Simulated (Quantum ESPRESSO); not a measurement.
**BaTiO3 (Pm-3m): freezing in an unstable mode**

How much energy does BaTiO3 (Pm-3m) gain along its most unstable zone-centre mode?

Method: DFT LDA, scalar-relativistic, plane waves, PseudoDojo norm-conserving pseudopotentials, in Quantum ESPRESSO 7.5.

## 1. Set-up

It takes space group Pm-3m (No. 221, cubic). Conventional cell: a = 3.938 Å, b = 3.938 Å, c = 3.938 Å, α = 90.00°, β = 90.00°, γ = 90.00°. Ba has 12 O at 2.78 Å nearest. Nearest to Ti lie 6 O at 1.97 Å. O has 2 Ti at 1.97 Å and 4 Ba at 2.78 Å nearest. Farther neighbours and most contacts between anions are not listed.

Structure file:

```xyz
5
Lattice="3.9378 0.0000 0.0000 0.0000 3.9378 0.0000 0.0000 0.0000 3.9378" Properties=species:S:1:pos:R:3 pbc="T T T"
Ba    1.9689    1.9689    1.9689
Ti    0.0000    0.0000    0.0000
O     1.9689    0.0000    0.0000
O     0.0000    1.9689    0.0000
O     0.0000    0.0000    1.9689
```

This is the cell after its relaxation at this level of theory, not the database cell from which that began.

## 2. The unstable mode

Linear response at Γ, with the sum rule, finds imaginary modes; the lowest is taken, along z where it is degenerate, and its pattern is scaled so that the atom that moves most moves by Q. Cutoff 92 Ry, k mesh 8×8×8.

Output:

```text
[banners, grids, parts of the stress and lines that vanish by symmetry left out]
Program DYNMAT v.7.5
     Reading Dynamical Matrix from file g.dyn
     ...Force constants read
     ...epsilon and Z* read
     A direction for q was not specified:TO-LO splitting will be absent

     Polarizability (A^3 units)
     multiply by 0.346626 for Clausius-Mossotti correction
        27.477721    0.000000    0.000000
         0.000000   27.477721    0.000000
[...]
IR activities are in (D/A)^2/amu units

# mode   [cm-1]    [THz]      IR
    1   -152.83   -4.5818   82.9866
    2   -152.83   -4.5818   82.9866
[...]
14    480.24   14.3972    3.5050
   15    480.24   14.3972    3.5050

Electronic dielectric permittivity tensor (relative, adimensional)
[...]
... with zone-center polar mode contributions
[...]
-0.000000    9.400379   -0.000000
         0.000000   -0.000000    9.400379

=------------------------------------------------------------------------------=
   JOB DONE.
=------------------------------------------------------------------------------=
[end of the log left out, with the tail of the file of modes that dynmat.x writes under the same name]
```

The mode has the frequency 152.8i cm⁻¹ and the mass m = Σ Mᵢ uᵢ² = 50.26 u for this scaling.

| atom | x | y | z |
| --- | --- | --- | --- |
| Ba1 | 0.000 | 0.000 | 0.012 |
| Ti2 | 0.000 | 0.000 | 0.695 |
| O3 | 0.000 | 0.000 | -0.589 |
| O4 | 0.000 | 0.000 | -0.589 |
| O5 | 0.000 | 0.000 | -1.000 |

## 3. Energies along the mode

Single points at fixed cell, with no other coordinate relaxed.

From the run at Q = 0.01 Å; the symmetric cell has -3738.8189 eV:

Output:

```text
[banners, grids, parts of the stress and lines that vanish by symmetry left out]
[banner, memory and clock lines left out]
Program PWSCF v.7.5

[...]
kinetic-energy cutoff     =      92.0000  Ry
     charge density cutoff     =     368.0000  Ry
     scf convergence threshold =      1.0E-11
[...]
Exchange-correlation= SLA  PW   NOGX NOGC
                           (   1   4   0   0   0   0   0)
[...]
8 Sym. Ops. (no inversion) found
[...]
number of k points=    75
[...]
End of self-consistent calculation
[...]
highest occupied, lowest unoccupied level (ev):    10.7354   12.5495
!    total energy              =    -274.79813350 Ry
[...]
convergence has been achieved in  22 iterations
[...]
atom    1 type  1   force =     0.00000000    0.00000000    0.00005388
     atom    2 type  2   force =     0.00000000    0.00000000    0.00107410
     atom    3 type  3   force =     0.00000000    0.00000000   -0.00031124
     atom    4 type  3   force =     0.00000000    0.00000000   -0.00031124
     atom    5 type  3   force =     0.00000000    0.00000000   -0.00050550
     Total force =     0.001267     Total SCF correction =     0.000002

     XML data file, charge density, pseudopotentials, collected wavefunctions
```

The point at Q = 0.029 Å is held back.

| Q (Å) | energy change (meV/cell) |
| --- | --- |
| 0 | 0.00 |
| 0.01 | -0.21 |
| 0.02 | -0.80 |
| 0.029 | ? |
| 0.039 | -2.43 |
| 0.049 | -3.08 |
| 0.059 | -3.16 |
| 0.069 | -2.24 |
| 0.078 | -0.19 |
| 0.088 | 3.93 |

## 4. The fit

Least squares on E = a Q² + b Q⁴ + c Q⁶ gives a = -2146 meV/Å², b = 366400 meV/Å⁴ and c = -3071384 meV/Å⁶. The minimum lies at Q = 0.055 Å, 3.2 meV a cell below the symmetric structure.

The curvature at Q = 0 is m ω² = 2a, so ω = 521.47 √(2a/m) cm⁻¹ with a in eV/Å² and m in u: 152.4i cm⁻¹, against 152.8i from linear response. At Q = 0.029 Å the fit predicts -1.55 meV.

## 5. The point that was held back

Output:

```text
[banners, grids, parts of the stress and lines that vanish by symmetry left out]
[banner, memory and clock lines left out]
Program PWSCF v.7.5

[...]
kinetic-energy cutoff     =      92.0000  Ry
     charge density cutoff     =     368.0000  Ry
     scf convergence threshold =      1.0E-11
[...]
Exchange-correlation= SLA  PW   NOGX NOGC
                           (   1   4   0   0   0   0   0)
[...]
8 Sym. Ops. (no inversion) found
[...]
number of k points=    75
[...]
c_bands:  1 eigenvalues not converged
     c_bands:  1 eigenvalues not converged
[...]
End of self-consistent calculation
[...]
highest occupied, lowest unoccupied level (ev):    10.7403   12.5592
!    total energy              =    -274.79823195 Ry
[...]
convergence has been achieved in  23 iterations
[...]
atom    1 type  1   force =     0.00000000    0.00000000    0.00017389
     atom    2 type  2   force =     0.00000000    0.00000000    0.00233794
     atom    3 type  3   force =     0.00000000    0.00000000   -0.00082072
     atom    4 type  3   force =     0.00000000    0.00000000   -0.00082072
     atom    5 type  3   force =     0.00000000    0.00000000   -0.00087038
     Total force =     0.002757     Total SCF correction =     0.000000

     XML data file, charge density, pseudopotentials, collected wavefunctions
```

It lies at -1.55 meV, 0.00 meV from the prediction.

## 6. Summary of results

```json
{
 "depth of the well": "3.2 meV a cell",
 "amplitude at the minimum": "0.055 Å"
}
```

Along this mode BaTiO3 (Pm-3m) gains 3.2 meV a cell at Q = 0.06 Å, which is 0.12 times k_BT at 300 K. The curvature of the fit and the linear response differ by 0 % in frequency. Strain and the other modes were held fixed; relaxing them can only deepen the well. A depth for one cell is no transition temperature: that needs the coupling between cells.

[Host names and launcher messages were left out of these logs when they were recorded.]

[Logs are printed without paths, hosts, clocks, repeated set-up lines and the standing remarks that a program may print on its own settings, such as how far it seeks lower states.]

[Hosts, paths, dates, database ids (printed as entryN), source tags and the programs' standing remarks are cut or masked in the printed files.]
